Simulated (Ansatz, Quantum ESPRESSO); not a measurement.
# YHf (Pm-3m): phonons by linear response, part 3 of 4

How does YHf (Pm-3m) vibrate, and is this structure a minimum?

Quantum ESPRESSO 7.5; DFT LDA, scalar-relativistic, plane waves, JTH PAW pseudopotentials.

So far, lowest frequency on the path (cm⁻¹): step 7 (interpolated phonon bands) -93.6. Also highest frequency (cm⁻¹): step 7 148. The relaxed cell has a = 3.647 Å (conventional setting).

The structure was built from a prototype and need not be the compound's stable phase.

### Step 8. Density of states

Sums over the zone need many more wavevectors than were solved, so the interpolation is sampled on a dense mesh.

matdyn.in reads:

```
&input
   asr = 'simple'
   flfrc = 'x.fc'
   dos = .true.
   fldos = 'x.dos'
   nk1 = 12
   nk2 = 12
   nk3 = 12
   deltaE = 0.3
/
```

Launch:

```bash
$ matdyn.x -in matdyn.in > matdyn.out
```

The program printed:

```text
[banner, memory and clock lines left out]
Program MATDYN v.7.5

 mass for atomic type   1 not given; uses mass from file x.fc
 mass for atomic type   2 not given; uses mass from file x.fc
     Message from routine matdyn:
     Z* not found in file x.fc, TO-LO splitting at q=0 will be absent!

Note: The following floating-point exceptions are signalling: IEEE_UNDERFLOW_FLAG
```

Elapsed: 3.9 s, on 1 thread of Arm Neoverse V1, shared host.

Numbers from this step:

```yaml
share_of_modes_beyond_3i_cm_minus1_on_the_dense_interpolated_mesh: 0.2752
```

The phonon density of states has structure finer than the step of the table below, so its rows give means over 10 cm⁻¹, whole bins alone (the curve runs from -93.6 to 148 cm⁻¹). Peaks (cm⁻¹: height): total -77.1: 0.0418, 60.9: 0.0429, 111.9: 0.0689, 117.9: 0.0928, 132.9: 0.0959; Hf -77.1: 0.0334, 60.9: 0.0366, 89.4: 0.00937, 135.9: 0.0221; Y 80.4: 0.0134, 111.9: 0.0611, 117.9: 0.0763, 132.9: 0.0739.

Tetrahedra. Table of phonon density of states by wavenumber; means over each step; values in 1/cm⁻¹/cell:

| wavenumber (cm⁻¹) | total | Hf | Y |
| --- | --- | --- | --- |
| -80 | 0.0345 | 0.0275 | 0.00701 |
| -70 | 0.0359 | 0.0288 | 0.00709 |
| -60 | 0.0269 | 0.0214 | 0.00547 |
| -50 | 0.0189 | 0.0150 | 0.00388 |
| -40 | 0.0146 | 0.0118 | 0.00282 |
| -30 | 0.00991 | 0.00817 | 0.00174 |
| -20 | 0.00684 | 0.00559 | 0.00124 |
| -10 | 0.00565 | 0.00465 | 0.00100 |
| 0 | 0.00545 | 0.00453 | 9.3e-4 |
| 10 | 0.00628 | 0.00513 | 0.00115 |
| 20 | 0.00828 | 0.00658 | 0.00170 |
| 30 | 0.0103 | 0.00813 | 0.00213 |
| 40 | 0.0150 | 0.0122 | 0.00289 |
| 50 | 0.0200 | 0.0168 | 0.00323 |
| 60 | 0.0335 | 0.0286 | 0.00490 |
| 70 | 0.0229 | 0.0187 | 0.00423 |
| 80 | 0.0154 | 0.00846 | 0.00696 |
| 90 | 0.0250 | 0.00607 | 0.0190 |
| 100 | 0.0319 | 0.00442 | 0.0275 |
| 110 | 0.0480 | 0.00654 | 0.0414 |
| 120 | 0.0726 | 0.0132 | 0.0594 |
| 130 | 0.0743 | 0.0164 | 0.0578 |
| 140 | 0.0442 | 0.0118 | 0.0324 |

### Step 9. Modes with the sum rule

A rigid shift of the crystal must cost nothing, but grids and finite bases break this; the acoustic sum rule is imposed before the matrix is diagonalised again.

dynmat.in reads:

```
&input
   fildyn = 'x.dyn1'
   asr = 'simple'
   fileig = 'dynmat.eig'
/
```

Launch:

```bash
$ dynmat.x -in dynmat.in > dynmat.out
```

The program printed:

```text
[banner, memory and clock lines left out]
Program DYNMAT v.7.5

     Reading Dynamical Matrix from file x.dyn1
     ...Force constants read
     ...epsilon and Z* not read (not found on file)
     A direction for q was not specified:TO-LO splitting will be absent

     Polarizability (A^3 units)
     multiply by 1.000000 for Clausius-Mossotti correction
         0.000000    0.000000    0.000000
         0.000000    0.000000    0.000000
         0.000000    0.000000    0.000000

     IR activities are in (D/A)^2/amu units

# mode   [cm-1]    [THz]      IR
    1     -0.00   -0.0000    0.0000
    2     -0.00   -0.0000    0.0000
    3      0.00    0.0000    0.0000
    4    148.37    4.4479    0.0000
    5    148.37    4.4479    0.0000
    6    148.37    4.4479    0.0000
```

It took 0.44 s on 1 thread.

Unit eigenvectors of the mass-weighted matrix after the sum rule; no LO-TO term. The modes at Γ (shares of kinetic energy by element, %):

| mode | frequency (cm⁻¹) | symmetry | Hf % | Y % |
| --- | --- | --- | --- | --- |
| 1 | 0.0 | acoustic | 67 | 33 |
| 2 | 0.0 | acoustic | 67 | 33 |
| 3 | 0.0 | acoustic | 67 | 33 |
| 4 | 148.4 | T1u | 33 | 67 |
| 5 | 148.4 | T1u | 33 | 67 |
| 6 | 148.4 | T1u | 33 | 67 |

Displacements in mode 6 (148.4 cm⁻¹), the largest set to 1:
```
Hf1  0.00  0.00 -0.50
Y2   0.00  0.00  1.00
```

The rule moves no optical mode by more than 0.1 cm⁻¹.

### Step 10. Sum rules set otherwise: a sum rule for molecules or wires on a crystal

This rule also removes rotations, which suits molecules and not a crystal; it is tried to see the harm.

dynmat.in reads:

```
&input
   fildyn = 'x.dyn1'
   asr = 'zero-dim'
   fileig = 'dynmat.eig'
/
```

Launch:

```bash
$ dynmat.x -in dynmat.in > dynmat.out
```

The program printed:

```text
[banner, memory and clock lines left out]
Program DYNMAT v.7.5

     Reading Dynamical Matrix from file x.dyn1
     ...Force constants read
     ...epsilon and Z* not read (not found on file)
     Acoustic Sum Rule: || Z*(ASR) - Z*(orig)|| =    0.000000E+00
     Acoustic Sum Rule: ||dyn(ASR) - dyn(orig)||=    2.797091E-01
     A direction for q was not specified:TO-LO splitting will be absent

     Polarizability (A^3 units)
     multiply by 1.000000 for Clausius-Mossotti correction
         0.000000    0.000000    0.000000
         0.000000    0.000000    0.000000
         0.000000    0.000000    0.000000

     IR activities are in (D/A)^2/amu units

# mode   [cm-1]    [THz]      IR
    1     -0.00   -0.0000    0.0000
    2     -0.00   -0.0000    0.0000
    3      0.00    0.0000    0.0000
    4      0.00    0.0000    0.0000
    5      0.00    0.0000    0.0000
    6    148.38    4.4483    0.0000
```

Wall time 0.44 s (1 thread).

The run ended normally, but on settings that are not sound.

The fault: a sum rule for molecules or wires on a crystal; 2 optical modes are projected out to zero frequency, as if they were rotations.

For a crystal the rule has to be 'simple' or 'crystal'.

Zone-centre frequencies as printed; negative means imaginary. Modes:

| mode | frequency (cm⁻¹) |
| --- | --- |
| 1 | 0 |
| 2 | 0 |
| 3 | 0 |
| 4 | 0 |
| 5 | 0 |
| 6 | 148.4 |

### Step 11. Sum rules set otherwise (asr no)

Without the rule the raw error of the acoustic modes shows.

dynmat.in reads:

```
&input
   fildyn = 'x.dyn1'
   asr = 'no'
   fileig = 'dynmat.eig'
/
```

Launch:

```bash
$ dynmat.x -in dynmat.in > dynmat.out
```

The program printed:

```text
[banner, memory and clock lines left out]
Program DYNMAT v.7.5

     Reading Dynamical Matrix from file x.dyn1
     ...Force constants read
     ...epsilon and Z* not read (not found on file)
     A direction for q was not specified:TO-LO splitting will be absent

     Polarizability (A^3 units)
     multiply by 1.000000 for Clausius-Mossotti correction
         0.000000    0.000000    0.000000
         0.000000    0.000000    0.000000
         0.000000    0.000000    0.000000

     IR activities are in (D/A)^2/amu units

# mode   [cm-1]    [THz]      IR
    1      1.93    0.0580    0.0000
    2      1.93    0.0580    0.0000
    3      1.93    0.0580    0.0000
    4    148.39    4.4485    0.0000
    5    148.39    4.4485    0.0000
    6    148.39    4.4485    0.0000
```

Elapsed: 0.44 s, on 1 thread.

Zone-centre frequencies as printed; negative means imaginary. Modes:

| mode | frequency (cm⁻¹) |
| --- | --- |
| 1 | 1.93 |
| 2 | 1.93 |
| 3 | 1.93 |
| 4 | 148.4 |
| 5 | 148.4 |
| 6 | 148.4 |

Against the first rule no mode moves by more than 2.0 cm⁻¹.

### Step 12. The dispersion under another sum rule (asr no)

The sum rule corrects the force constants themselves, so it can shift branches at any wavevector, low ones most.

matdyn.in reads:

```
&input
   asr = 'no'
   flfrc = 'x.fc'
   flfrq = 'x.freq'
   flvec = 'x.modes'
   q_in_band_form = .true.
   q_in_cryst_coord = .true.
/
8
  0.0000000   0.0000000   0.0000000   8  ! GAMMA
  0.0000000   0.5000000   0.0000000   8  ! X
  0.5000000   0.5000000   0.0000000   8  ! M
  0.0000000   0.0000000   0.0000000   8  ! GAMMA
  0.5000000   0.5000000   0.5000000   8  ! R
  0.0000000   0.5000000   0.0000000   1  ! X
  0.5000000   0.5000000   0.5000000   8  ! R
  0.5000000   0.5000000   0.0000000   1  ! M
```

Launch:

```bash
$ matdyn.x -in matdyn.in > matdyn.out
```

The program printed:

```text
[banner, memory and clock lines left out]
Program MATDYN v.7.5

 mass for atomic type   1 not given; uses mass from file x.fc
 mass for atomic type   2 not given; uses mass from file x.fc
     Message from routine matdyn:
     Z* not found in file x.fc, TO-LO splitting at q=0 will be absent!
     Message from routine matdyn:
     Z* not found in file x.fc, TO-LO splitting at q=0 will be absent!

Note: The following floating-point exceptions are signalling: IEEE_UNDERFLOW_FLAG
```

Run time: 0.45 s. Hardware: 1 thread.

Numbers from this step:

```
lowest frequency on the path : -93.54 cm⁻¹
```

At the labelled points the branches move by no more than 2.0 cm⁻¹.

### Step 13. A changed mass

Force constants don't depend on the masses, so an isotope effect costs no new response.

matdyn.in reads:

```
&input
   asr = 'simple'
   flfrc = 'x.fc'
   flfrq = 'x.freq'
   flvec = 'x.modes'
   q_in_band_form = .true.
   q_in_cryst_coord = .true.
   amass(1) = 178.49
   amass(2) = 177.812
/
8
  0.0000000   0.0000000   0.0000000   8  ! GAMMA
  0.0000000   0.5000000   0.0000000   8  ! X
  0.5000000   0.5000000   0.0000000   8  ! M
  0.0000000   0.0000000   0.0000000   8  ! GAMMA
  0.5000000   0.5000000   0.5000000   8  ! R
  0.0000000   0.5000000   0.0000000   1  ! X
  0.5000000   0.5000000   0.5000000   8  ! R
  0.5000000   0.5000000   0.0000000   1  ! M
```

Launch:

```bash
$ matdyn.x -in matdyn.in > matdyn.out
```

The program printed:

```text
[banner, memory and clock lines left out]
Program MATDYN v.7.5

     Message from routine matdyn:
     Z* not found in file x.fc, TO-LO splitting at q=0 will be absent!
     Message from routine matdyn:
     Z* not found in file x.fc, TO-LO splitting at q=0 will be absent!

Note: The following floating-point exceptions are signalling: IEEE_UNDERFLOW_FLAG
```

Wall time 0.45 s (1 thread).

This step gave:

- lowest frequency on the path: -86.25 cm⁻¹

Matdyn.x, sum rule simple. Phonon branches along the path, in cm⁻¹:

| point | branch 1 | branch 2 | branch 3 | branch 4 | branch 5 | branch 6 |
| --- | --- | --- | --- | --- | --- | --- |
| Γ | 0 | 0 | 0 | 121 | 121 | 121 |
| halfway | -10 | 36 | 36 | 105 | 108 | 108 |
| X | -18 | 73 | 73 | 78 | 78 | 86 |
| halfway | -68 | -45 | 65 | 85 | 94 | 103 |
| M | -86 | -86 | 55 | 91 | 105 | 105 |
| halfway | -58 | 48 | 50 | 82 | 99 | 112 |
| Γ | 0 | 0 | 0 | 121 | 121 | 121 |
| halfway | -41 | -41 | 22 | 86 | 98 | 98 |
| R | -58 | -58 | -58 | 64 | 64 | 64 |
| halfway | -74 | -44 | 45 | 69 | 89 | 100 |
| X | -18 | 73 | 73 | 78 | 78 | 86 |
| jump to R | -58 | -58 | -58 | 64 | 64 | 64 |
| halfway | -77 | -77 | 49 | 60 | 90 | 90 |
| M | -86 | -86 | 55 | 91 | 105 | 105 |

The phonon branches as a text plot (rows in cm⁻¹):

```
    117 |***                  ********
    108 |  **        ***********      **                        *
     99 |    *    ****  *** **       *  **          ****      **
     91 |     ** * *********  *           *       ****  *    *  *
     82 |      ******       **        **** **    ***  ** *  *  *
     74 |       ***                        ***  **   ***** *
     65 |      * * **                 **     *********  * *** *
     56 |     *      *******  *                              ****
     48 |    *    *         **       *              * **     *
     39 |   *                 **
     30 |  *                       **
     22 | *        *           ***      **
     13 |*                      **                **        *
      4 |
     -4 |***                      *
    -13 |   ***                 ** **                *
    -21 |      **                    *                   *
    -30 |        *         *   *      **
    -39 |                               **       *      *  *
    -47 |         * *         *           *         *
    -56 |          *        **            **********  **  *
    -65 |           *     *                ***  *    *    **
    -73 |            *     *                     ****       **
    -82 |            ******                                   ***
         Γ      X      M          Γ            R        X|R     M
```

The top of the path falls from 148 to 121 cm⁻¹, a ratio of 0.82; a mode of that atom alone would give 0.71.

(Part 3 of 4 ends here.)

[Host names and launcher messages were left out of these logs when they were recorded.]

[Logs are printed without paths, hosts, clocks, repeated set-up lines and the standing remarks that a program may print on its own settings, such as how far it seeks lower states.]

[Hosts, paths, dates, database ids (printed as entryN), source tags and the programs' standing remarks are cut or masked in the printed files.]
